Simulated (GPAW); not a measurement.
## Ballistic transport through a Pb chain with one Co atom in line, cheap and dear

Wanted: the zero-bias transmission of a Pb chain with one Co atom in line on a ladder of levels, with run times.

Main program and level: GPAW 26.7.0; GPAW LCAO, PAW setups; Landauer transmission from Green's functions with principal layers (ASE), zero bias.

Report form: the programs' logs are mostly left out.

### 1. Set-up

The cell holds 11 atoms: 10 Pb and 1 Co. Its edges and angles: a = 9.000 Å, b = 9.000 Å, c = 31.069 Å, α = 90.0°, β = 90.0°, γ = 90.0°. Regions: left lead, 5 atoms (5 Pb); channel, 1 atom (1 Co); right lead, 5 atoms (5 Pb). Vacuum lies along a and b. The structure is stacked along c, and the current runs across the ab planes.

### 2. Double-zeta polarised basis

Localised orbitals split the wire into layers that couple to their neighbours alone, which is what the Green's function method needs; double zeta with polarisation is the usual level for numbers.

run.py reads:

```python
import json
import numpy as np
from ase import Atoms
from ase.transport.calculators import TransportCalculator
from gpaw import GPAW, FermiDirac
from gpaw.lcao.tools import get_lcao_hamiltonian
from scipy.linalg import eigh

# The junction with lead layers at both ends, along the third cell vector
device = Atoms(
    ['Pb', 'Pb', 'Pb', 'Pb', 'Pb', 'Co', 'Pb', 'Pb', 'Pb', 'Pb', 'Pb'],
    positions=[
        [4.50000, 4.50000, 1.45000],
        [4.50000, 4.50000, 4.35000],
        [4.50000, 4.50000, 7.25000],
        [4.50000, 4.50000, 10.15000],
        [4.50000, 4.50000, 13.05000],
        [4.50000, 4.50000, 15.53450],
        [4.50000, 4.50000, 18.01900],
        [4.50000, 4.50000, 20.91900],
        [4.50000, 4.50000, 23.81900],
        [4.50000, 4.50000, 26.71900],
        [4.50000, 4.50000, 29.61900]],
    cell=[[9.0, 0.0, 0.0], [0.0, 9.0, 0.0], [0.0, 0.0, 31.069]],
    pbc=True,
    magmoms=[0.0, 0.0, 0.0, 0.0, 0.0, 2.0, 0.0, 0.0, 0.0, 0.0, 0.0])

# One principal layer of the lead: the first 3 atoms of the device
lead = Atoms(
    ['Pb', 'Pb', 'Pb'],
    positions=[
        [4.50000, 4.50000, 1.45000],
        [4.50000, 4.50000, 4.35000],
        [4.50000, 4.50000, 7.25000]],
    cell=[[9.0, 0.0, 0.0], [0.0, 9.0, 0.0], [0.0, 0.0, 8.7]],
    pbc=True,
    magmoms=[0.0, 0.0, 0.0])

settings = dict(mode='lcao', basis='dzp', xc='PBE', h=0.18,
                occupations=FermiDirac(0.1), maxiter=250,
                mixer=dict(beta=0.05, nmaxold=8, weight=100.0),
                convergence=dict(density=0.0001))
energies = np.arange(-3, 3 + 1e-9, 0.075)
eta = 0.0001
n1, n2 = 1, 1
# k and -k transmit alike, so half of the mesh across the current serves
mesh = [(i, j) for i in range(n1) for j in range(n2) if (i, j) <= (-i % n1, -j % n2)]
weights = np.array([1 if (i, j) == (-i % n1, -j % n2) else 2 for i, j in mesh]) / (n1 * n2)

# [... helper functions left out ...]
fermi_lead = ground_state(lead, (1, 1, 13), 'lead.txt')
fermi_device = ground_state(device, (1, 1, 3), 'device.txt')
# [... loop over the mesh left out, but for ...]
        # Shift the lead onto the potential of the device's first layer
        shift = ((H[:, 0, 0] - H0[:, 0, 0]) / S0[0, 0]).real.mean()
# [...]
kT = 8.617333e-5 * 77
bias = [0.1, 0.2, 0.5, 1.0, 1.5, 2.0]
# [... integrals and printing left out ...]
```

Started as:

```sh
$ OMP_NUM_THREADS=1 OPENBLAS_NUM_THREADS=1 python run.py
```

The job ended after 12 min (1 thread of Intel Xeon Platinum 8488C (Sapphire Rapids), shared host; peak memory 1.9 GiB).

Numbers from this step:

```yaml
conductance: 1.947 G₀
largest_coupling_past_the_next_principal_layer: 2.76e-8 eV
largest_misfit_of_the_first_principal_layer: 0.05765 eV
shift_that_aligns_the_lead: 0.01134 eV
basis_functions_of_the_junction: 245
basis_functions_of_a_principal_layer: 69
transmission_at_the_fermi_level_spin_up: 1.454
transmission_at_the_fermi_level_spin_down: 2.435
```

Each spin. Table of transmission, zone mean by energy, zero at the Fermi level:

```csv
energy (eV),"T, spin up","T, spin down"
-3.00,5.4e-11,2.6e-11
-2.85,4.4e-10,1.5e-10
-2.70,2.9e-8,2.2e-9
-2.55,6.2e-8,1.1e-4
-2.33,0.618,0.790
-2.17,0.892,0.984
-2.02,0.972,0.996
-1.88,0.995,0.973
-1.73,0.999,0.944
-1.65,0.999,0.929
-1.57,0.999,0.916
-1.35,0.726,0.879
-1.20,0.606,0.858
-1.05,0.802,0.839
-0.90,0.836,0.821
-0.75,0.844,0.805
-0.60,1.05,2.02
-0.38,1.28,2.72
-0.23,1.32,2.62
-0.07,1.39,2.44
0.00,1.45,2.44
0.07,1.54,2.48
0.23,1.74,2.62
0.38,1.88,2.69
0.60,1.93,2.66
0.75,1.90,2.60
0.90,1.89,2.50
1.05,1.91,2.34
1.20,1.94,2.15
1.35,1.96,1.96
1.57,1.90,1.75
1.73,1.78,1.67
1.88,1.65,1.62
2.02,1.51,1.56
2.17,1.39,1.47
2.33,1.28,1.34
2.55,1.09,1.06
2.70,0.938,0.882
2.85,0.817,0.728
3.00,0.807,0.714
```

Not self-consistent under bias; the bias window is split evenly. The current through one cell, from the zero-bias transmission by bias:

```csv
bias (V),"current through one cell, from the zero-bias transmission (μA)"
0.100,15.1
0.200,30.3
0.500,77.6
1.000,159
1.500,229
2.000,288
```

Transmission of the three most open eigenchannels against energy, zero at the Fermi level:

```csv
energy (eV),channel 1 up,channel 2 up,channel 3 up,channel 1 down,channel 2 down,channel 3 down
-2.4750,1.7e-7,0,0,5.7e-7,0,0
-2.2500,0.797,0,0,0.933,0,0
-2.0250,0.972,0,0,0.996,0,0
-1.7250,0.999,0,0,0.944,0,0
-1.5000,0.996,0,0,0.903,0,0
-1.2750,0.0813,0,0,0.868,0,0
-0.9750,0.825,0,0,0.830,0,0
-0.7500,0.844,5.0e-11,5.0e-11,0.805,1.0e-9,1.0e-9
-0.5250,0.843,0.152,0.152,0.787,0.712,0.712
-0.2250,0.835,0.242,0.242,0.948,0.948,0.727
0.0000,0.827,0.313,0.313,0.855,0.855,0.725
0.2250,0.820,0.458,0.458,0.954,0.954,0.711
0.5250,0.812,0.561,0.561,0.994,0.994,0.693
0.7500,0.807,0.547,0.547,0.957,0.957,0.683
0.9750,0.803,0.545,0.545,0.875,0.875,0.675
1.2750,0.800,0.578,0.578,0.690,0.690,0.669
1.5000,0.799,0.567,0.567,0.668,0.570,0.570
1.7250,0.798,0.493,0.493,0.669,0.501,0.501
2.0250,0.799,0.356,0.356,0.675,0.442,0.442
2.2500,0.799,0.268,0.268,0.682,0.365,0.365
2.4750,0.801,0.179,0.179,0.690,0.235,0.235
2.7750,0.804,0.0333,0.0333,0.704,0.0489,0.0489
3.0000,0.807,1.5e-11,1.5e-11,0.714,2.1e-11,2.1e-11
```

Site moment by atom:

```csv
atom,site moment (μB)
Pb1,0.01
Pb2,-0.02
Pb3,0.00
Pb4,0.05
Pb5,-0.11
Co6,1.74
Pb7,-0.11
Pb8,0.05
Pb9,0.00
Pb10,-0.02
Pb11,0.01
```

Couplings past the next layer reach 2.8e-8 eV, small enough to drop; the matrix elements of the cell's first layer differ from the bulk lead's by up to 0.058 eV. That layer keeps its own values in the calculation, and only beyond it is the lead taken as perfect. The Fermi levels of lead and junction count from different zeros of potential, one for each periodic cell; with both set to zero, the small remaining shift is what aligns them. Without spin-orbit coupling, which is large for these atoms, channel counts and T are those of the scalar-relativistic bands. By hand: G = 1.947 × 77.48 μS = 151 μS, a resistance of 6.63 kΩ; at 0.1 V a linear junction would pass 15.1 μA, and the integral over the bias window gives 15.1 μA.

### 3. Single-zeta polarised basis

The second zeta is dropped, the polarisation orbitals stay.

Edit run.py of step 2 so:

```diff
@@ -38,3 +38,3 @@
 
-settings = dict(mode='lcao', basis='dzp', xc='PBE', h=0.18,
+settings = dict(mode='lcao', basis='szp(dzp)', xc='PBE', h=0.18,
                 occupations=FermiDirac(0.1), maxiter=250,
```

Wall time 10 min (1 thread); peak memory 1.9 GiB.

Numbers from this step:

- conductance: 1.758 G₀
- largest coupling past the next principal layer: 2.75e-8 eV
- largest misfit of the first principal layer: 0.06866 eV
- shift that aligns the lead: 0.01711 eV
- basis functions of the junction: 149
- basis functions of a principal layer: 42
- transmission at the Fermi level, spin up: 1.395
- transmission at the Fermi level, spin down: 2.117

Each spin. Transmission, zone mean against energy, zero at the Fermi level:

```csv
energy (eV),"T, spin up","T, spin down"
-3.00,4.1e-11,1.6e-11
-2.85,3.9e-10,9.7e-11
-2.70,7.3e-8,1.5e-9
-2.55,1.8e-8,5.3e-6
-2.33,0.342,0.460
-2.17,0.806,0.922
-2.02,0.947,0.997
-1.88,0.989,0.990
-1.73,0.999,0.964
-1.65,0.999,0.949
-1.57,0.991,0.934
-1.35,0.918,0.892
-1.20,0.922,0.867
-1.05,0.914,0.844
-0.90,0.903,0.823
-0.75,0.893,0.805
-0.60,1.12,2.37
-0.38,1.29,2.78
-0.23,1.28,2.32
-0.07,1.33,2.10
0.00,1.39,2.12
0.07,1.49,2.19
0.23,1.74,2.41
0.38,1.94,2.59
0.60,1.98,2.67
0.75,1.93,2.67
0.90,1.90,2.62
1.05,1.93,2.50
1.20,1.98,2.30
1.35,2.03,2.07
1.43,2.04,1.96
1.57,1.98,1.80
1.73,1.85,1.69
1.88,1.68,1.62
2.02,1.51,1.56
2.17,1.37,1.48
2.33,1.26,1.34
2.55,1.08,1.06
2.70,0.933,0.878
2.85,0.820,0.737
3.00,0.803,0.713
```

Not self-consistent under bias; the bias window is split evenly. Current through one cell, from the zero-bias transmission against bias:

```csv
bias (V),"current through one cell, from the zero-bias transmission (μA)"
0.100,13.7
0.200,27.5
0.500,70.9
1.000,150
1.500,221
2.000,282
```

Table of transmission of the three most open eigenchannels by energy, zero at the Fermi level:

```csv
energy (eV),channel 1 up,channel 2 up,channel 3 up,channel 1 down,channel 2 down,channel 3 down
-2.4750,3.0e-8,0,0,1.2e-7,0,0
-2.2500,0.644,0,0,0.786,0,0
-2.0250,0.947,0,0,0.997,0,0
-1.7250,0.999,0,0,0.964,0,0
-1.5000,2.6e-4,0,0,0.919,0,0
-1.2750,0.924,0,0,0.879,0,0
-0.9750,0.909,0,0,0.833,0,0
-0.7500,0.893,1.6e-11,1.6e-11,0.805,5.4e-10,5.4e-10
-0.5250,0.879,0.159,0.159,0.855,0.855,0.784
-0.2250,0.863,0.207,0.207,0.805,0.805,0.706
0.0000,0.853,0.271,0.271,0.712,0.702,0.702
0.2250,0.844,0.446,0.446,0.856,0.856,0.698
0.5250,0.834,0.579,0.579,0.988,0.988,0.681
0.7500,0.828,0.550,0.550,0.997,0.997,0.671
0.9750,0.823,0.542,0.542,0.953,0.953,0.664
1.2750,0.817,0.598,0.598,0.761,0.761,0.660
1.5000,0.813,0.603,0.603,0.660,0.606,0.606
1.7250,0.810,0.520,0.520,0.663,0.513,0.513
2.0250,0.806,0.352,0.352,0.670,0.446,0.446
2.2500,0.804,0.255,0.255,0.679,0.369,0.369
2.4750,0.802,0.170,0.170,0.689,0.235,0.235
2.7750,0.802,0.0333,0.0333,0.703,0.0499,0.0499
3.0000,0.803,2.0e-11,2.0e-11,0.713,2.9e-11,2.9e-11
```

Site moment by atom:

```csv
atom,site moment (μB)
Pb1,0.02
Pb2,-0.03
Pb3,0.00
Pb4,0.07
Pb5,-0.15
Co6,1.99
Pb7,-0.15
Pb8,0.07
Pb9,0.00
Pb10,-0.03
Pb11,0.02
```

The conductance, 1.76 G₀, lies 10 % below that of the dzp run.

### 4. GPAW, sz: basis = "sz(dzp)"

The minimal basis is the cheapest rung: no second zeta and no polarisation.

Edit run.py of step 3 so:

```diff
@@ -38,3 +38,3 @@
 
-settings = dict(mode='lcao', basis='szp(dzp)', xc='PBE', h=0.18,
+settings = dict(mode='lcao', basis='sz(dzp)', xc='PBE', h=0.18,
                 occupations=FermiDirac(0.1), maxiter=250,
```

Elapsed: 5.3 min, on 1 thread; peak memory 1.7 GiB.

This step gave:

- conductance: 1.716 G₀
- largest coupling past the next principal layer: 2.77e-8 eV
- largest misfit of the first principal layer: 0.05807 eV
- shift that aligns the lead: 0.01581 eV
- basis functions of the junction: 96
- basis functions of a principal layer: 27
- transmission at the Fermi level, spin up: 1.396
- transmission at the Fermi level, spin down: 2.031

Each spin. Transmission, zone mean against energy, zero at the Fermi level:

```csv
energy (eV),"T, spin up","T, spin down"
-3.00,2.0e-10,7.0e-11
-2.85,5.5e-9,6.9e-10
-2.70,2.3e-8,1.0e-7
-2.55,2.8e-8,6.9e-8
-2.33,0.634,0.747
-2.17,0.898,0.967
-2.02,0.978,0.999
-1.88,0.998,0.984
-1.73,0.999,0.958
-1.57,0.967,0.930
-1.35,0.959,0.893
-1.20,0.946,0.873
-1.05,0.934,0.856
-0.90,0.923,0.844
-0.75,0.913,0.840
-0.60,1.15,2.59
-0.38,1.28,2.46
-0.23,1.29,2.22
-0.07,1.34,2.03
0.00,1.40,2.03
0.07,1.47,2.08
0.23,1.65,2.26
0.38,1.80,2.45
0.53,1.85,2.59
0.60,1.84,2.63
0.75,1.79,2.68
0.90,1.75,2.66
1.05,1.74,2.53
1.20,1.76,2.30
1.35,1.78,2.01
1.57,1.73,1.67
1.73,1.62,1.52
1.88,1.48,1.43
2.02,1.34,1.36
2.17,1.23,1.28
2.33,1.14,1.18
2.55,1.02,0.979
2.70,0.943,0.858
2.85,0.882,0.776
3.00,0.872,0.762
```

The conductance, 1.72 G₀, lies 12 % below that of the dzp run.

### 5. LDA in the dzp basis: xc = "LDA"

Back in the dzp basis, the functional changes from PBE to LDA, to set the spread between functionals beside that between bases.

Edit run.py of step 4 so:

```diff
@@ -38,3 +38,3 @@
 
-settings = dict(mode='lcao', basis='sz(dzp)', xc='PBE', h=0.18,
+settings = dict(mode='lcao', basis='dzp', xc='LDA', h=0.18,
                 occupations=FermiDirac(0.1), maxiter=250,
```

The job ended after 2.8 min (1 thread; peak memory 1.9 GiB).

This step gave:

```
conductance                                    : 2.305 G₀
largest coupling past the next principal layer : 2.83e-8 eV
largest misfit of the first principal layer    : 0.03987 eV
shift that aligns the lead                     : 0.01519 eV
basis functions of the junction                : 245
basis functions of a principal layer           : 69
transmission at the Fermi level, spin up       : 1.873
transmission at the Fermi level, spin down     : 2.738
```

The conductance, 2.31 G₀, lies 18 % above that of the dzp run.

### 6. All levels side by side

Times are for 1 thread of Intel Xeon Platinum 8488C (Sapphire Rapids), shared host. The runs compared:

```csv
no.,run,conductance (G₀),time,memory (GiB)
1,dzp,1.947,12 min,1.9
2,szp,1.758,10 min,1.9
3,sz,1.716,5.3 min,1.7
4,dzp LDA,2.305,2.8 min,1.9
```

### 7. The levels side by side

The curves are compared point by point over the common energies.

This step: comparison of transmission and cost over codes and levels (GPAW 26.7.0).

Ladder, by row:

```csv
step,code,T at the Fermi level (sum over the listed spins),conductance (G0),r.m.s. T(E) from the first,wall time (s),peak memory (GiB),threads
dzp,GPAW,3.889,1.947,0,741.9,1.87,1
szp,GPAW,3.511,1.758,0.2539,628.3,1.88,1
sz,GPAW,3.428,1.716,0.293,317.2,1.74,1
dzp-LDA,GPAW,4.611,2.305,0.213,169.8,1.89,1
```

Table of transmission, zone mean, sum over the listed spins by energy, zero at the Fermi level:

```csv
energy (eV),dzp,szp,sz,dzp-LDA
-3.00,8.0e-11,5.7e-11,2.8e-10,8.5e-11
-2.77,2.6e-9,2.5e-9,2.1e-4,3.6e-9
-2.55,1.1e-4,5.3e-6,9.7e-8,4.6e-5
-2.25,1.73,1.43,1.70,1.76
-2.02,1.97,1.94,1.98,1.97
-1.95,1.97,1.97,1.99,1.98
-1.80,1.96,1.97,1.97,1.96
-1.57,1.91,1.93,1.90,1.92
-1.35,1.60,1.81,1.85,1.85
-1.05,1.64,1.76,1.79,1.60
-0.82,1.65,1.71,1.76,1.65
-0.60,3.08,3.49,3.74,2.91
-0.38,4.00,4.07,3.74,4.01
-0.15,3.85,3.46,3.40,4.52
0.00,3.89,3.51,3.43,4.61
0.15,4.19,3.90,3.72,4.68
0.38,4.58,4.52,4.25,4.73
0.45,4.61,4.61,4.37,4.71
0.60,4.59,4.65,4.47,4.64
0.82,4.44,4.56,4.44,4.45
1.05,4.25,4.43,4.27,4.23
1.35,3.92,4.10,3.79,3.89
1.57,3.65,3.78,3.40,3.61
1.80,3.36,3.42,3.02,3.32
2.02,3.07,3.07,2.70,3.02
2.25,2.75,2.73,2.42,2.70
2.55,2.15,2.14,2.00,2.12
2.77,1.67,1.67,1.72,1.64
3.00,1.52,1.52,1.63,1.52
```

### 8. Broadening 0.05

The broadening keeps the Green's functions finite; too large a value absorbs electrons where channels are open and leaks them where none are.

This step: GPAW LCAO, PAW setups; Landauer transmission from Green's functions with principal layers (ASE), zero bias (GPAW 26.7.0).

Edit run.py of step 5 so:

```diff
@@ -38,3 +38,3 @@
 
-settings = dict(mode='lcao', basis='dzp', xc='LDA', h=0.18,
+settings = dict(mode='lcao', basis='dzp', xc='PBE', h=0.18,
                 occupations=FermiDirac(0.1), maxiter=250,
@@ -43,3 +43,3 @@
 energies = np.arange(-3, 3 + 1e-9, 0.075)
-eta = 0.0001
+eta = 0.05
 n1, n2 = 1, 1
```

The job ended after 8.2 min (1 thread; peak memory 1.9 GiB).

The run finished with changed settings (eta = 0.05); it serves as a test.

The two runs compared:

```csv
quantity,this run,sound run,difference
conductance (G₀),1.0818,1.9467,-0.865
largest coupling past the next principal layer (eV),2.756e-8,2.756e-8,-2.8e-17
largest misfit of the first principal layer (eV),0.059974,0.057651,0.00232
shift that aligns the lead (eV),0.011839,0.011340,5.0e-4
"transmission at the Fermi level, spin up",0.89870,1.4539,-0.555
"transmission at the Fermi level, spin down",1.2640,2.4354,-1.17
```

The two runs differ clearly in the transmission at the Fermi level, spin down: 1.26 against 2.44.

### 9. Outcome

```json
{
 "conductance": "1.95 G₀",
 "transmission at the Fermi level, mean of the spins": "1.94",
 "thermopower": "about 0 (under 1.5 μV/K)"
}
```

In the dzp basis the junction conducts 1.95 G₀ at 77 K, with T = 1.94 as the mean of the two spins at the Fermi level; the szp basis reaches that conductance within 10 %. The current is spin polarised: -25 % at the Fermi level, counted as (up - down)/(up + down). Measured against the first run (dzp), the nearest curve is that of dzp-LDA (r.m.s. 0.21) and the farthest that of sz (0.29). Over the compared runs wall time goes from 170 s (dzp-LDA) to 742 s (dzp), on a shared host. The geometry was built from estimated bond lengths and not relaxed, so the numbers describe this model structure. Spin-orbit coupling is left out, which matters for the heavy atoms here. An evenly spaced straight chain is an idealisation: free chains tend to dimerise, zigzag or, where a band edge lies near the Fermi level, turn magnetic. The currents use the zero-bias T(E) throughout, which holds only while the bias is small against the distance to the nearest feature. One magnetic start was tried; another order may lie lower. The energy step is wider than the thermal energy, so the conductance and thermopower rest on interpolation of T(E).

[Logs are printed without paths, hosts, clocks, repeated set-up lines and the standing remarks that a program may print on its own settings, such as how far it seeks lower states.]

[Hosts, paths, dates, database ids (printed as entryN), source tags and the programs' standing remarks are cut or masked in the printed files.]
